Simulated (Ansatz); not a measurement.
Records of electronic-structure calculations.

```json
{"subject": "From HSE06 to G0W0: CO2 (Pa-3)", "lattice_ang": [[5.4971, 0.0, 0.0], [0.0, 5.4971, 0.0], [0.0, 0.0, 5.4971]], "atoms": [["C", 0.0, 0.0, 0.0], ["C", 0.5, 0.0, 0.5], ["C", 0.5, 0.5, 0.0], ["C", 0.0, 0.5, 0.5], ["O", 0.1225, 0.1225, 0.1225], ["O", 0.3775, 0.8775, 0.6225], ["O", 0.6225, 0.3775, 0.8775], ["O", 0.8775, 0.6225, 0.3775], ["O", 0.8775, 0.8775, 0.8775], ["O", 0.6225, 0.1225, 0.3775], ["O", 0.3775, 0.6225, 0.1225], ["O", 0.1225, 0.3775, 0.6225]], "method": "G0W0 on HSE06, plane waves, PAW; PAW set soft_1 (and 1 further level or step)", "program": "Ansatz 0.2.0", "settings_of_one_run": "cutoff 420 eV, 4×4×4 k-mesh, PAW set soft 1, empty bands 910, screening cutoff 180 eV, screening contour deformation, QP bands (v4, c4)", "cost": "2 runs, 2.9 min in all on 1 × NVIDIA H100 80GB HBM3 (shared by 3 runs) with 4 threads of AMD EPYC 7R13 (Zen 3), shared host (the runs of this entry)", "notes": "In doubt: masses and optical values from hybrid runs of this build are listed as unsure (in some of the runs), which bears on the screening that GW takes from such a start. The cell and positions are those that the Materials Project relaxed with its own functionals (PBE, PBE+U or r2SCAN), kept fixed.", "results": {"hse06_gap_over_mesh_and_listed_points": "8.624 eV, direct, at k = Γ", "g0w0_hse06_gap_over_all_11_irreducible_mesh_points": "11.248 eV, direct, at k = Γ", "gw_settings": "4×4×4 mesh, 910 empty bands, screening to 180 eV, PAW set soft_1 files", "known_limits": "finite bands, screening cutoff and k mesh; no spin-orbit coupling in G0W0"}}
```

[Paths, hosts, dates, memory and timing lines, banners, echoed tables and standing remarks are left out of the program output.]

[Logs are printed without paths, hosts, clocks, repeated set-up lines and the standing remarks that a program may print on its own settings, such as how far it seeks lower states.]

[Runs of the session that timed out or met a known fault of the program may be left out.]

[Cells called generated may have been cut or substituted from an entry of the Crystallography Open Database or the Materials Project.]

[Hosts, paths, dates, database ids (printed as entryN), source tags and the programs' standing remarks are cut or masked in the printed files.]
